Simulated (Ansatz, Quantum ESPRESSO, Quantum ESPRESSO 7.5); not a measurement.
## Screening and band shifts of Ti2CO2 MXene, 1 layer

Aim: how Ti2CO2 MXene, 1 layer screens a field along its normal, and what the field does to its bands.

Method: plane-wave DFT, LDA, GBRV ultrasoft pseudopotentials (geometry and cross-check by Ansatz 0.2.0 with PAW datasets; geometry under PBE), in Quantum ESPRESSO 7.5.

## Step 1: Set-up

The cell holds 5 atoms: 2 O, 2 Ti and 1 C. Cell: a = 3.100 Å, b = 3.100 Å, c = 21.643 Å, α = 90.0°, β = 90.0°, γ = 120.0°. It derives from Ti2CO2. Vacuum lies along c.

This run has no spin polarisation, although Ti can carry a moment. A spin-polarised state was not tried and may lie lower.

## Step 2: Geometry from Ansatz

A relaxation in Ansatz fixes the structure of this slab for the runs on it.

Input file input.yaml:

```yaml
crystal:
  lattice:
    - [3.10024, 0.0, 0.0]
    - [-1.55012, 2.6848865978, 0.0]
    - [0.0, 0.0, 21.6430602255]
  atoms:
    - { symbol: O, position: [0.3333333333, 0.6666666667, 0.3927355887] }
    - { symbol: Ti, position: [0.6666666667, 0.3333333333, 0.4434797069] }
    - { symbol: C, position: [0.0, 0.0, 0.5] }
    - { symbol: Ti, position: [0.3333333333, 0.6666666667, 0.5565202931] }
    - { symbol: O, position: [0.6666666667, 0.3333333333, 0.6072644113] }
kpoints:
  mp_grid: { grid: [12, 12, 1] }
hamiltonian:
  xc: pbe
scf:
  occupations: { method: fermi_dirac, width: 0.05 }
  convergence: { dr2_threshold: 1.0e-08 }
efield:
  axis: 3
  dipole_correction: true
  ramp_position: 0.97
  ramp_width: 0.04
relax:
  f_tol: 0.01
  cell: { fix: [c, alpha, beta] }
output:
  write_potential: true
  write_density: true
  volumetric_format: npy
```

Started as:

```console
> ansatz run input.yaml --threads 4 --pin off --max-ram 8192MiB --backend cpu --events-out ev --progress --plain --runs-dir out
```

Numbers of over 12 decimals in the logs are rounded to 6 here.

The program printed:

```text
Warning: relax.cell: scf.convergence.dr2_threshold = 1e-8 eV is looser than the 5e-10 eV advised for a relaxation that steers and ends on the stress (1e-10 eV for each atom of the cell: 5). What an SCF threshold leaves in a stress goes as its square root, and in the free energy as the threshold itself, and one threshold admits the most on a small cell: [figures from the program's tests cut] Set scf.convergence.dr2_threshold to 5e-10 eV or tighter. The threshold is an SCF's pass mark: one that does not reach it within its budget of iterations ends unconverged, or closes short of it on a stop that the run arms, and scf.convergence.dr2_threshold's page says what that costs each kind of run
Engine: ansatz 0.2.0, aarch64-unknown-linux-gnu
Pseudopotentials: kind: paw
Pseudopotential: O, paw, valence charge 6, recommended cutoff 420 eV (normal), O.paw.azcp
Pseudopotential: Ti, paw, valence charge 12, recommended cutoff 420 eV (normal), Ti.paw.azcp
Pseudopotential: C, paw, valence charge 4, recommended cutoff 420 eV (normal), C.paw.azcp
Functional definition: PBE
  parameter kappa = 0.804
  parameter beta = 0.066725
  exchange = pbe_x(kappa = kappa, mu = beta*pi^2/3)
  correlation = pbe_c(beta = beta)
Crystal: 5 atoms, lattice volume = 180.152 Å³
Basis set: ecut = 420 eV, 3505 PW (Γ), exchange–correlation on 48×48×300 points (8 copies of the dense FFT grid, shifted against one another)
Bands: 25, of which v1, the nominal top of the filled ones, is band 20 counted from 1 (19 counted from 0)
Symmetry: 6 space group operations
k-points: 19 of 144 (time reversal used)
Non-local potential: O, projectors of the file, l = 0: 2, l = 1: 2, l = 2: 1
Non-local potential: Ti, projectors of the file, l = 0: 3, l = 1: 2, l = 2: 3, l = 3: 1
Non-local potential: C, projectors of the file, l = 0: 2, l = 1: 2, l = 2: 1
PAW form: soft (Blöchl's): semilocal exchange-correlation on the pseudo side does not see the compensation charge
PAW one-centre angular grid: O, 110 points (default); XC on 64 Gauss nodes
PAW one-centre angular grid: Ti, 590 points (default); XC on 64 Gauss nodes
PAW one-centre angular grid: C, 110 points (default); XC on 64 Gauss nodes
Initial density: superposition of atomic densities (neutral atoms: chi_scale 0, normalization atom), corrected by the library's trained network
Initial wavefunctions: pseudopotential atomic-orbital guess
Functional: x = pbe(κ = 0.804, μ = 0.219515), c = pbe(β = 0.066725)
SCF iter   1: F=—  HF=-6389.643020 eV  |F-HF|=—  |Δ(HF+E_count)|=         —  Δρ=4.97e-3  dr2=7.65e-2  ethr=1.77e-3  p=0.000 e·Å  D=1.91e-5 V/Å  ΔV_dip=-0.00 eV  dr2_dipole=7.98e-9  V_vac-E_F(+/−)=7.27/7.27 eV  ⟨swp⟩=6.8  Hψ=2344  notcnv=0
efield: sawtooth ramp at fractional position 0.9700 (set: `efield.ramp_position`, or a place that a band, a saddle search or an elastic batch's reference lends), width 0.0400; the density the first Hamiltonian is built on has a dipole p = 0.000 e·Å; the dipole correction subtracts the counter field D = 1.91e-5 V/Å, which shifts the + side's vacuum level by -0.00 eV against the − side's; the planar-averaged density in the ramp window peaks in size at 7.3e-6 e/Å³
preconditioner: auto → none  [insulator: Δε(μ)=0.383 eV  Ē_g=7.944 eV  σ=0.050 eV  W_gap=0.95  n_scr=14 (ndim 8)  ℏωp=13.6 eV  f_vac=0.668  D(μ)=0.04/eV (n_scr^D=0)  ε∞_Penn≈3.9]
SCF iter   2: F=—  HF=-6389.691382 eV  |F-HF|=—  |Δ(HF+E_count)|=   4.84e-2  Δρ=1.34e-2  dr2=5.67e-1  ethr=1.91e-4  p=0.000 e·Å  D=8.24e-5 V/Å  ΔV_dip=-0.00 eV  dr2_dipole=1.11e-6  V_vac-E_F(+/−)=7.64/7.64 eV  ⟨swp⟩=3.6  Hψ=1237  notcnv=0  defer=1  recentre
preconditioner: auto → LDOS  [insulator: Δε(μ)=0.271 eV  Ē_g=7.661 eV  σ=0.050 eV  W_gap=0.86  n_scr=14 (ndim 8)  ℏωp=13.6 eV  f_vac=0.667  D(μ)=0.12/eV (n_scr^D=2)  ε∞_Penn≈4.1  β→1.0]
SCF iter   3: F=—  HF=-6389.632913 eV  |F-HF|=—  |Δ(HF+E_count)|=   5.85e-2  Δρ=3.15e-3  dr2=2.90e-2  ethr=1.91e-4  p=-0.000 e·Å  D=-4.96e-6 V/Å  ΔV_dip=0.00 eV  dr2_dipole=2.33e-8  V_vac-E_F(+/−)=7.34/7.34 eV  ⟨swp⟩=3.2  Hψ=869  notcnv=0  defer=2
SCF iter   4: F=—  HF=-6389.630372 eV  |F-HF|=—  |Δ(HF+E_count)|=   2.54e-3  Δρ=4.48e-4  dr2=3.53e-4  ethr=7.26e-5  p=0.000 e·Å  D=3.32e-6 V/Å  ΔV_dip=-0.00 eV  dr2_dipole=3.62e-10  V_vac-E_F(+/−)=7.41/7.41 eV  ⟨swp⟩=1.7  Hψ=720  notcnv=0  defer=1
SCF iter   5: F=—  HF=-6389.630599 eV  |F-HF|=—  |Δ(HF+E_count)|=   2.26e-4  Δρ=2.20e-4  dr2=8.41e-5  ethr=8.83e-7  p=0.000 e·Å  D=6.23e-6 V/Å  ΔV_dip=-0.00 eV  dr2_dipole=2.66e-10  V_vac-E_F(+/−)=7.41/7.41 eV  ⟨swp⟩=3.6  Hψ=920  notcnv=0  defer=1
SCF iter   6: F=—  HF=-6389.630599 eV  |F-HF|=—  |Δ(HF+E_count)|=   6.58e-7  Δρ=7.90e-5  dr2=1.44e-5  ethr=2.10e-7  p=0.000 e·Å  D=3.40e-6 V/Å  ΔV_dip=-0.00 eV  dr2_dipole=7.95e-12  V_vac-E_F(+/−)=7.41/7.41 eV  ⟨swp⟩=2.2  Hψ=672  notcnv=0  defer=1
SCF iter   7: F=—  HF=-6389.630608 eV  |F-HF|=—  |Δ(HF+E_count)|=   9.01e-6  Δρ=2.42e-5  dr2=7.79e-7  ethr=3.61e-8  p=0.000 e·Å  D=1.12e-6 V/Å  ΔV_dip=-0.00 eV  dr2_dipole=4.43e-12  V_vac-E_F(+/−)=7.41/7.41 eV  ⟨swp⟩=2.6  Hψ=778  notcnv=0  defer=1
SCF iter   8: F=—  HF=-6389.630635 eV  |F-HF|=—  |Δ(HF+E_count)|=   2.68e-5  Δρ=6.44e-6  dr2=7.62e-8  ethr=1.95e-9  p=0.000 e·Å  D=2.75e-6 V/Å  ΔV_dip=-0.00 eV  dr2_dipole=9.87e-11  V_vac-E_F(+/−)=7.41/7.41 eV  ⟨swp⟩=3.1  Hψ=978  notcnv=0  defer=1
SCF iter   9: F=—  HF=-6389.630635 eV  |F-HF|=—  |Δ(HF+E_count)|=   1.68e-8  Δρ=4.11e-6  dr2=3.26e-8  ethr=1.90e-10  p=-0.000 e·Å  D=-7.35e-7 V/Å  ΔV_dip=0.00 eV  dr2_dipole=7.36e-11  V_vac-E_F(+/−)=7.41/7.41 eV  ⟨swp⟩=2.2  Hψ=679  notcnv=0  defer=1
SCF iter  10: F=-6389.630635 eV  HF=-6389.630635 eV  |F-HF|=2.50e-9  |Δ(HF+E_count)|=   2.38e-9  Δρ=2.02e-6  dr2=7.00e-9  ethr=2.50e-11  p=0.000 e·Å  D=1.04e-6 V/Å  ΔV_dip=-0.00 eV  dr2_dipole=1.81e-12  V_vac-E_F(+/−)=7.41/7.41 eV  ⟨swp⟩=8.3  Hψ=3300  notcnv=0
SCF 1 converged in 10 iterations: F = -6389.630635 eV  dr2 = 7.00e-9
  greatest PAW one-centre occupation: 0.999 electrons in one spin orbital (limit 2), on the Ti atom at site 1 (counted from 0), in its partial waves of l = 0
relax step   1: F+E_penalty+E_count = -6389.63063520 eV  Δ(F+E_penalty+E_count) = +0.000e0 eV  max|allowed force component| = 3.653e0 eV/Å  Δτ_max = 0.0000 Å  P = -4.724 GPa  Ω = 180.152 Å³  fix = [c, alpha, beta]  reactions: c -3.157 GPa  (10 SCF iters, accepted)
Crystal: 5 atoms, lattice volume = 172.371 Å³
Basis set: ecut = 420 eV, 3337 PW (Γ), exchange–correlation on 48×48×300 points (8 copies of the dense FFT grid, shifted against one another)
Initial density: handed on by an earlier stage of this run
[...]
relax step   6: F+E_penalty+E_count = -6390.42670410 eV  Δ(F+E_penalty+E_count) = -4.441e-5 eV  max|allowed force component| = 8.875e-5 eV/Å  Δτ_max = 0.0009 Å  P = +0.013 GPa  Ω = 172.169 Å³  energy of the carried Pulay correction = +8.523e-3 eV  fix = [c, alpha, beta]  reactions: c +0.042 GPa  (8 SCF iters, accepted)
[...]
relax step   7: F+E_penalty+E_count = -6390.42052552 eV  Δ(F+E_penalty+E_count) = +6.179e-3 eV  max|allowed force component| = 7.916e-4 eV/Å  Δτ_max = 0.0000 Å  P = -0.056 GPa  Ω = 172.169 Å³  fix = [c, alpha, beta]  reactions: c -0.002 GPa  stress off target by 8.29e-2 GPa on what of the cell is left free  SCF on the basis re-selected at this cell (its energy is not comparable with the rows above)  (8 SCF iters)
[...]
relax step   8: F+E_penalty+E_count = -6390.42076584 eV  Δ(F+E_penalty+E_count) = -2.403e-4 eV  max|allowed force component| = 6.223e-4 eV/Å  Δτ_max = 0.0010 Å  P = +0.004 GPa  Ω = 171.980 Å³  energy of the carried Pulay correction = +1.971e-4 eV  fix = [c, alpha, beta]  reactions: c -0.003 GPa  (7 SCF iters, accepted)
iter 1 solved again at ethr=2.50e-7 eV; its pass at ethr=3.10e-3 eV (dr2=1.00e-4 eV) is discarded
SCF iter   1: F=—  HF=-6390.420537 eV  |F-HF|=—  |Δ(HF+E_count)|=         —  Δρ=4.79e-6  dr2=9.32e-9  ethr=2.50e-7  p=0.000 e·Å  D=2.58e-6 V/Å  ΔV_dip=-0.00 eV  dr2_dipole=1.44e-10  V_vac-E_F(+/−)=5.66/5.66 eV  ⟨swp⟩=4.1  Hψ=3875  notcnv=0
efield: sawtooth ramp at fractional position 0.9700 (set: `efield.ramp_position`, or a place that a band, a saddle search or an elastic batch's reference lends), width 0.0400; the density the first Hamiltonian is built on has a dipole p = 0.000 e·Å; the dipole correction subtracts the counter field D = 2.58e-6 V/Å, which shifts the + side's vacuum level by -0.00 eV against the − side's; the planar-averaged density in the ramp window peaks in size at 3.6e-7 e/Å³
eigensolver tolerance schedule: the retry pair's looser diagonalisation over-reported the residual by 10752.90 of it (diagonalisation noise at 6.62 of the residual, at the tolerance the schedule requests for it); recorded, not acted on — ethr = c·dr2/N_el stays at c = 1.0e-1
preconditioner: auto → none  [insulator: Δε(μ)=0.334 eV  Ē_g=8.632 eV  σ=0.050 eV  W_gap=0.92  n_scr=14 (ndim 8)  ℏωp=13.9 eV  f_vac=0.673  D(μ)=0.07/eV (n_scr^D=0)  ε∞_Penn≈3.6]
SCF iter   2: F=—  HF=-6390.420579 eV  |F-HF|=—  |Δ(HF+E_count)|=   4.22e-5  Δρ=3.05e-6  dr2=1.77e-8  ethr=2.33e-11  p=-0.000 e·Å  D=-6.13e-6 V/Å  ΔV_dip=0.00 eV  dr2_dipole=3.10e-9  V_vac-E_F(+/−)=5.66/5.66 eV  ⟨swp⟩=15.8  Hψ=4444  notcnv=0
SCF iter   3: F=—  HF=-6390.420579 eV  |F-HF|=—  |Δ(HF+E_count)|=   7.03e-9  Δρ=3.33e-6  dr2=9.82e-8  ethr=2.33e-11  p=0.000 e·Å  D=1.67e-5 V/Å  ΔV_dip=-0.00 eV  dr2_dipole=2.37e-8  V_vac-E_F(+/−)=5.66/5.66 eV  ⟨swp⟩=2.0  Hψ=719  notcnv=0  recentre
SCF iter   4: F=—  HF=-6390.420579 eV  |F-HF|=—  |Δ(HF+E_count)|=   7.24e-9  Δρ=1.94e-6  dr2=1.15e-8  ethr=2.33e-11  p=-0.000 e·Å  D=-2.66e-6 V/Å  ΔV_dip=0.00 eV  dr2_dipole=1.77e-9  V_vac-E_F(+/−)=5.66/5.66 eV  ⟨swp⟩=2.0  Hψ=651  notcnv=0
SCF iter   5: F=-6390.420579 eV  HF=-6390.420579 eV  |F-HF|=3.14e-10  |Δ(HF+E_count)|=  4.55e-12  Δρ=7.14e-7  dr2=6.31e-10  ethr=2.33e-11  p=0.000 e·Å  D=7.81e-7 V/Å  ΔV_dip=-0.00 eV  dr2_dipole=1.15e-11  V_vac-E_F(+/−)=5.66/5.66 eV  ⟨swp⟩=7.9  Hψ=3045  notcnv=0
SCF 9 converged in 5 iterations: F = -6390.420579 eV  dr2 = 6.31e-10
relax step   9: F+E_penalty+E_count = -6390.42057939 eV  Δ(F+E_penalty+E_count) = +1.864e-4 eV  max|allowed force component| = 6.032e-4 eV/Å  Δτ_max = 0.0000 Å  P = +0.003 GPa  Ω = 171.980 Å³  fix = [c, alpha, beta]  reactions: c -0.003 GPa  stress off target by 6.28e-3 GPa on what of the cell is left free  SCF on the basis re-selected at this cell (its energy is not comparable with the rows above)  (5 SCF iters)
basis re-selected at this cell: Δ(F+E_penalty+E_count) = +1.864e-4 eV, ΔP = -0.001 GPa vs the last step (what re-selecting the basis moved, of the pressure what is left beyond the Pulay correction that the steps carried, after the strain that the cell walked since its last selection, with what the two solves' SCF thresholds leave and, on support functions, any second-order correction that the steps lacked; it is no m [...]
WARN: The output density's exchange-correlation potential varies sharply where the density is thin. Do not read a vacuum level from v_tot or v_xc, or from such a field of the output density. On a cell that repeats whose density bears no net charge and no dipole along the vacuum's axis use v_es (v_loc + v_h of the components); under efield.dipole_correction with no amplitude use v_es + v_field, which holds any externa [...]
SCF converged after 5 iterations
Free energy (F): -6390.420579 eV
Harris-Foulkes:  -6390.420579 eV  (|F-HF|=3.14e-10)
Internal energy: -6390.419770 eV  (E = F + TS)
E sigma→0 (E₀):  -6390.420175 eV
Entropy (-TS):   -0.000810 eV (-0.162 meV/atom)
Fermi energy:    -0.190729 eV
Dipole field:    D = -0.000004 V/Å  (p = -0.000004 e·Å, saw-weighted, corrected)
Work function:   Φ+ = 5.6617 eV   Φ− = 5.6616 eV
Levels:          The Fermi level and band energies are counted from a zero that moves with the ramp; work functions are not
--- Per-component energies (eV) ---
  E_band       = -816.067901
  E_kinetic    = 984.304261
  E_local      = -38064.570464  (includes V_loc(G=0)·N_el)
  E_nonlocal   = 130.498303
  E_hartree    = 18520.967734
  E_xc         = -393.312279
  E_vxc        = -495.425691  (∫ρ·V_xc dr)
  E_paw        = -2505.960150  (= ΣΔE_a)
  E_vpaw       = -412.814328  (= ΣTr[D̂ρ^β])
  E_aug_tail   = 0.005240  (compensation charges beyond the density's cutoff)
  E_efield     = 0.000000  (sawtooth field / dipole correction)
  E_vefield    = 0.000036  (∫n·V_field dr)
  E_ewald      = 14937.647586
  E_smearing   = -0.000810  (= −TS)
  E_closure    = -0.000000  (closes the sum)
  Σ components = -6390.420579   (vs F -6390.420579, Δ=0.00e0)
--- Forces (eV/Å), atoms counted from 1 ---
  atom   1  O     -0.00000000    -0.00000000     0.00034458
  atom   2  Ti     0.00000000    -0.00000000     0.00058386
  atom   3  C     -0.00000000     0.00000000     0.00002960
  atom   4  Ti    -0.00000000     0.00000000    -0.00060238
  atom   5  O     -0.00000000     0.00000000    -0.00035145
  max |Σ_I F_I| component: 4.21e-6 eV/Å
--- Stress (GPa, compression-positive) ---
        0.006281       0.000000       0.000000
        0.000000       0.006281       0.000000
        0.000000      -0.000000      -0.003136
  P = ⅓ Tr σ = 0.0031 GPa (0.031 kbar)
--- Band table (eV; the first three rows and the last of 19) ---
  k-point 0: bands = [... 16 lower, -4.7963, -1.4460, -0.3265, -0.3265, 0.3134, 0.3134, 1.1231, 1.1231, ... 1 higher]
  k-point 1: bands = [... 16 lower, -4.6239, -1.3318, -1.0694, -0.7944, 0.5091, 0.7695, 1.0328, 1.1596, ... 1 higher]
  k-point 2: bands = [... 16 lower, -4.3237, -2.2238, -1.3586, -1.3102, 0.3650, 1.0069, 1.2956, 1.5832, ... 1 higher]
  k-point 18: bands = [... 16 lower, -4.4117, -3.4502, -3.1442, -3.1442, 0.8161, 1.2371, 1.2371, 2.0383, ... 1 higher]
--- Relaxed structure (7 steps of the walk, 7 accepted, 2 SCFs on fresh bases) ---
  F+E_penalty+E_count = -6390.42057939 eV   max|allowed force component| = 6.032e-4 eV/Å   (the final SCF, on the basis selected at the relaxed cell)
  cell:  # Å, volume = 171.9800 Å³
    - [3.029105, 0, 0]
    - [-1.514553, 2.623282, 0]
    - [0, 0, 21.6430602255]
  atoms:
    - { symbol: O, position: [0.333333, 0.666667, 0.397719] }
    - { symbol: Ti, position: [0.666667, 0.333333, 0.439609] }
    - { symbol: C, position: [0, 0, 0.500000] }
    - { symbol: Ti, position: [0.333333, 0.666667, 0.560391] }
    - { symbol: O, position: [0.666667, 0.333333, 0.602281] }
```

Elapsed: 22 s, on 4 threads of Arm Neoverse V2, shared host; peak memory 0.48 GiB; 83 s of CPU time.

Step by step:

```
step  energy less that of the first step (eV)  largest force component (eV/Å)  pressure (GPa)  volume (Å³)
   1                                   0.0000                          3.6529           -4.72       180.15
   2                                  -0.7404                          0.7899           -1.83       172.37
   3                                  -0.7566                          0.5729            0.36       174.93
   4                                  -0.7959                          0.0549           -0.05       172.21
   5                                  -0.7960                          0.0285            0.01       172.18
   6                                  -0.7961                          0.0001            0.01       172.17
  7*                                  -0.7899                          0.0008           -0.06       172.17
   8                                  -0.7901                          0.0006            0.00       171.98
  9*                                  -0.7899                          0.0006            0.00       171.98
```

Relaxation steps marked * repeat the geometry before them on a plane-wave basis chosen anew for their cell, so energy and pressure can jump there.

```
cell as run  before  after  change
      a (Å)   3.100  3.029  -2.3 %
      b (Å)   3.100  3.029  -2.3 %
```

The atoms that moved most (Å, along periodic axes as changes of fractional coordinates times the final cell, across vacuum about the mean position):

```
atom     dx     dy      dz  length
  O1  0.000  0.000   0.108   0.108
  O5  0.000  0.000  -0.108   0.108
 Ti4  0.000  0.000   0.084   0.084
 Ti2  0.000  0.000  -0.084   0.084
```

The relaxed structure:

```xyz
5
Lattice="3.0291 0.0000 0.0000 -1.5146 2.6233 0.0000 0.0000 0.0000 21.6431" Properties=species:S:1:pos:R:3
O     0.0000    1.7489    8.6079
Ti    1.5146    0.8744    9.5145
C     0.0000    0.0000   10.8215
Ti    0.0000    1.7489   12.1286
O     1.5146    0.8744   13.0352
```

Numbers from this step:

```
free energy                                                      : -6390.4206 eV
energy at zero smearing                                          : -6390.4202 eV
smearing term TS                                                 : 8.10e-4 eV
Fermi energy                                                     : -0.1907 eV
gap by band count                                                : 0.3340 eV
symmetry operations                                              : 6
dipole along the normal                                          : -3.93e-6 e·Å
vacuum level at the upper face over a Fermi level inside the gap : 5.662 eV
vacuum level at the lower face over a Fermi level inside the gap : 5.662 eV
```

(Continued in part 2 of 6.)

[Logs are printed without paths, hosts, clocks, repeated set-up lines and the standing remarks that a program may print on its own settings, such as how far it seeks lower states.]

[Hosts, paths, dates, database ids (printed as entryN), source tags and the programs' standing remarks are cut or masked in the printed files.]

[Maps of the electrostatic potential energy from Ansatz leave out the sawtooth potential of an applied field or a dipole correction, so their vacuum need not be flat; planar profiles and work functions include it.]
